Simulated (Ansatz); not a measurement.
# Time against size: 1T-ZrSe2/h-AlN heterobilayer (77 atoms) repeated, support functions

The cell holds 77 atoms: 13 Zr, 26 Se, 19 Al and 19 N. Cell: a = 13.618 Å, b = 13.618 Å, c = 22.410 Å, α = 90.0°, β = 90.0°, γ = 120.0°. It derives from ZrSe2 and AlN. 13 cells of 1T-ZrSe2 (a = 3.77 Å, strained +0.19 %) and 19 cells of h-AlN (a = 3.13 Å, -0.19 %) on one hexagonal cell, twist 9.52 deg; facing planes 3.23 Å apart; 16 Å of vacuum; displaced by a Gaussian of 0.01 Å. Regions: layer 1, 39 atoms (13 Zr and 26 Se); layer 2, 38 atoms (19 Al and 19 N). Vacuum lies along c.

Calculated with Ansatz 0.2.0: Kohn-Sham DFT, PBE+D3(BJ), PAW (set soft_2, large core), localised support functions (medium); the typed cell is repeated and solved at Γ on 1 × NVIDIA H100 80GB HBM3 with 5 threads of AMD EPYC 7R13 (Zen 3), shared host.

| atoms | wall time divided by the number of SCF cycles (s) | repeats | SCF cycles |
| --- | --- | --- | --- |
| 77 | 0.4975 | 1×1×1 | 20 |
| 308 | ? | ? | ? |
| 693 | 2.146 | 3×3×1 | 20 |
| 1232 | 3.584 | 4×4×1 | 23 |

Task: Fit a power law of the atom count to the rows given and interpolate to the withheld row.

Worked fit:

A power law y = A x^b is a line in u = ln x and v = ln y.

```
u = ln x   v = ln y
 4.34381  -0.698160
 6.54103   0.763606
 7.11639    1.27646
```

With n = 3: mean u = 6.00041, mean v = 0.447300, Σ(u − ū)² = 4.2820, Σ(u − ū)(v − v̄) = 2.9939. Slope b = 2.9939 / 4.2820 = 0.69918; intercept a = v̄ − b ū = -3.7481.

At the withheld row u = 5.730, v = a + b u = 0.2583, and y = exp(v).

Prediction at 308: 1.295 s. The run gave 1.169 s, so the fit is high by 0.13 s (11 % of the value).

The fitted exponent is 0.70. Between neighbouring rows, the withheld one included, the exponents are 0.62, 0.75 and 0.89, so one power law doesn't hold over the range. Among the rows given, the largest relative miss of the fit is at 693, by 0.14 s (6.4 %).

Limits: One run a row; fixed overheads weigh on the small cells.

[Logs are printed without paths, hosts, clocks, repeated set-up lines and the standing remarks that a program may print on its own settings, such as how far it seeks lower states.]

[Hosts, paths, dates, database ids (printed as entryN), source tags and the programs' standing remarks are cut or masked in the printed files.]
